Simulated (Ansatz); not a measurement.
# Changed inputs in constrained RPA: KCoBr3 (cubic perovskite) (Pm-3m)

What does U in KCoBr3 (cubic perovskite) (Pm-3m) depend on besides the window?

Program: Ansatz 0.2.0. Level of theory: constrained RPA on PBE, plane waves, PAW. Results are calculated unless marked as measured.

Report form: the programs' logs are mostly left out.

The structure was built from a prototype and need not be the compound's stable phase.

### 1. The structure

The structure is cubic, space group Pm-3m (No. 221). Conventional cell: a = 5.044 Å, b = 5.044 Å, c = 5.044 Å, α = 90.00°, β = 90.00°, γ = 90.00°. Nearest to K lie 12 Br at 3.57 Å. Co has 6 Br at 2.52 Å nearest. Nearest to Br lie 2 Co at 2.52 Å and 4 K at 3.57 Å. Farther neighbours and most contacts between anions are not listed.

The structure was relaxed with PBE. The structure type comes from a generator and need not be one that this composition takes. The structure was generated from a model, not taken from a measurement. The runs that relaxed it are not among those shown. The program's search for lower electronic states was switched off, so nothing shows that the state found is the lowest. The default PAW set here is soft_2. Its files were made with PBE.

### 2. Base: Co d, bands v4 to c1, 4×4×4 mesh, medium accuracy

Constrained RPA screens the interaction with every transition except those inside the target bands, which a later many-body model would treat itself.

Input file input.yaml:

```yaml
crystal:
  lattice:
    - [0.0, -5.0437755, 0.0]
    - [0.0, 0.0, 5.0437755]
    - [-5.0437755, 0.0, 0.0]
  atoms:
    - { symbol: K, position: [0.0, 0.0, 0.0] }
    - { symbol: Co, position: [0.5, 0.5, 0.5] }
    - { symbol: Br, position: [0.5, 0.5, 0.0] }
    - { symbol: Br, position: [0.5, 0.0, 0.5] }
    - { symbol: Br, position: [0.0, 0.5, 0.5] }
kpoints:
  mp_grid: { grid: [6, 6, 6] }
hamiltonian:
  xc: pbe
scf:
  occupations: { method: gaussian, width: 0.08 }
  n_extra_bands: 19
  max_iter: 150
  lower_state_search: "off"
output:
  crpa:
    kmesh: [4, 4, 4]
    target_bands: [v4, c1]
    projections: [{ species: Co, l: d, shell: 3 }]
  local_orbitals:
    kmesh: [8, 8, 8]
    orbitals: [{ species: Co, l: d, shell: 3 }]
    window: { bands: [v4, c1] }
    seedname: lo
```

On the command line:

```console
> ansatz run input.yaml --threads 4 --pin off --max-ram 9216MiB --backend cpu --events-out ev --progress --plain --runs-dir out
```

Run time: 2.9 min. Hardware: 4 threads of Arm Neoverse V2, shared host; peak memory 0.8 GiB.

This step gave:

| Quantity | Value |
| --- | --- |
| U | 3.739 eV |
| U prime (inter-orbital) | 2.776 eV |
| J | 0.4758 eV |
| bare V | 18.57 eV |
| bare J | 0.6051 eV |
| stated bound on U | 0.003960 eV |
| U over bare V | 0.2013 |
| electrons in the window | 7.000 |
| head of the constrained inverse dielectric matrix | 0.2450 |
| least eigenvalue of the projection's overlap | 0.5696 |
| target functions | 5 |
| bands in the sums | 50 |
| r.m.s. miss of the model bands | 0.001864 eV |
| width of the target bands | 2.694 eV |
| weight of the projected orbitals in the window | 0.8172 |

On the Co d shell, screening brings the on-site interaction from 18.6 eV down to U = 3.74 eV.

### 3. Changed: 2×2×2 mesh

Edit input.yaml of step 2 so:

```diff
@@ -22,9 +22,4 @@
   crpa:
-    kmesh: [4, 4, 4]
+    kmesh: [2, 2, 2]
     target_bands: [v4, c1]
     projections: [{ species: Co, l: d, shell: 3 }]
-  local_orbitals:
-    kmesh: [8, 8, 8]
-    orbitals: [{ species: Co, l: d, shell: 3 }]
-    window: { bands: [v4, c1] }
-    seedname: lo
```

The job ended after 21 s (4 threads; peak memory 0.66 GiB; 74 s of CPU time).

This step gave:

```yaml
u: 4.417 eV
u_prime_inter_orbital: 3.372 eV
j: 0.5162 eV
bare_v: 19.79 eV
bare_j: 0.6500 eV
stated_bound_on_u: 0.004748 eV
u_over_bare_v: 0.2231
electrons_in_the_window: 7.000
head_of_the_constrained_inverse_dielectric_matrix: 0.1957
least_eigenvalue_of_the_projection_s_overlap: 0.5696
target_functions: 5
bands_in_the_sums: 50
width_of_the_target_bands: 2.694 eV
weight_of_the_projected_orbitals_in_the_window: 0.8172
```

On the Co d shell, screening brings the on-site interaction from 19.8 eV down to U = 4.42 eV.

### 4. Changed: sums over states

Edit input.yaml of step 3 so:

```diff
@@ -22,4 +22,7 @@
   crpa:
-    kmesh: [2, 2, 2]
+    kmesh: [4, 4, 4]
     target_bands: [v4, c1]
     projections: [{ species: Co, l: d, shell: 3 }]
+    accuracy: sum_over_states
+    n_empty_bands: 48
+    ecut_chi: 136
```

Run time: 12 s. Hardware: 4 threads; peak memory 0.7 GiB; 45 s of CPU time.

This variant gives U = 3.96 eV against 3.74 eV. It is a finite sum over empty states with no bound on its error and stays out of the table below.

### 5. Changed: sums over states on smooth products

Edit input.yaml of step 4 so:

```diff
@@ -26,2 +26,3 @@
     accuracy: sum_over_states
+    pair_densities: pseudo
     n_empty_bands: 48
```

Wall time 9.3 s (4 threads); peak memory 0.61 GiB.

This variant gives U = 4.24 eV against 3.74 eV. It is a finite sum over empty states with no bound on its error and stays out of the table below.

### 6. Changed: sums without a band count

Edit input.yaml of step 5 so:

```diff
@@ -26,4 +26 @@
     accuracy: sum_over_states
-    pair_densities: pseudo
-    n_empty_bands: 48
-    ecut_chi: 136
```

Run time: 0.05 s. Hardware: 4 threads; peak memory 0.076 GiB.

The input was rejected at the start.

The program's message: “Error: 2 input errors — fix all and re-run”

The fault put into this input: sums without a band count.

### 7. Changed: potentials

Edit input.yaml of step 6 so:

```diff
@@ -15,2 +15,3 @@
   xc: pbe
+  pseudopotentials: { kind: paw, source: ansatz }
 scf:
@@ -25,2 +26 @@
     projections: [{ species: Co, l: d, shell: 3 }]
-    accuracy: sum_over_states
```

Elapsed: 16 min, on 4 threads; peak memory 2.1 GiB; 60 min of CPU time.

Numbers from this step:

```
U                                                 : 3.735 eV
U prime (inter-orbital)                           : 2.777 eV
J                                                 : 0.4732 eV
bare V                                            : 18.57 eV
bare J                                            : 0.6050 eV
stated bound on U                                 : 0.004245 eV
U over bare V                                     : 0.2012
electrons in the window                           : 7.000
head of the constrained inverse dielectric matrix : 0.2451
least eigenvalue of the projection's overlap      : 0.5872
target functions                                  : 5
bands in the sums                                 : 80
width of the target bands                         : 2.692 eV
weight of the projected orbitals in the window    : 0.8240
```

On the Co d shell, screening brings the on-site interaction from 18.6 eV down to U = 3.74 eV.

### 8. Changed: r2SCAN

This step: constrained RPA on r2SCAN, plane waves, PAW.

Edit input.yaml of step 7 so:

```diff
@@ -14,4 +14,3 @@
 hamiltonian:
-  xc: pbe
-  pseudopotentials: { kind: paw, source: ansatz }
+  xc: r2scan
 scf:
```

Wall time 3.5 min (4 threads); peak memory 1.1 GiB.

This step gave:

- U: 4.046 eV
- U prime (inter-orbital): 3.078 eV
- J: 0.4804 eV
- bare V: 18.55 eV
- bare J: 0.6073 eV
- stated bound on U: 0.007348 eV
- U over bare V: 0.2181
- electrons in the window: 7.000
- head of the constrained inverse dielectric matrix: 0.2697
- least eigenvalue of the projection's overlap: 0.5992
- target functions: 5
- bands in the sums: 50
- width of the target bands: 3.324 eV
- weight of the projected orbitals in the window: 0.8109

On the Co d shell, screening brings the on-site interaction from 18.5 eV down to U = 4.05 eV.

### 9. Side by side

Times are wall times on 4 threads of Arm Neoverse V2, shared host, good to a factor of about two.

```tsv
run	bare V (eV)	U (eV)	J (eV)	bound on U (eV)	width (eV)	time
target window	18.57	3.739	0.476	0.0040	2.69	2.9 min
2×2×2 mesh	19.79	4.417	0.516	0.0047	2.69	21 s
potentials	18.57	3.735	0.473	0.0042	2.69	16 min
r2SCAN	18.55	4.046	0.480	0.0073	3.32	3.5 min
```

### 10. Summary of results

```yaml
target_window: U 3.74 eV, J 0.48 eV
2x2x2_mesh: U 4.42 eV, J 0.52 eV
potentials: U 3.74 eV, J 0.47 eV
r2scan: U 4.05 eV, J 0.48 eV
```

2×2×2 mesh moves U by +0.68 eV at 0.12 times the time. Potentials moves U by −0.004 eV (within the solver's bounds, for the mean over orbitals) at 5.5 times the time. r2SCAN moves U by +0.31 eV. The printed bound covers the solver alone, not the mesh, and no denser mesh than the base was run. The parent state is non-magnetic and the interaction static (zero frequency); U depends on the window and the orbitals, so it belongs to this model alone.

[Paths, hosts, dates, memory and timing lines, banners, echoed tables and standing remarks are left out of the program output.]

[Logs are printed without paths, hosts, clocks, repeated set-up lines and the standing remarks that a program may print on its own settings, such as how far it seeks lower states.]

[Runs of the session that timed out or met a known fault of the program may be left out.]

[Hosts, paths, dates, database ids (printed as entryN), source tags and the programs' standing remarks are cut or masked in the printed files.]
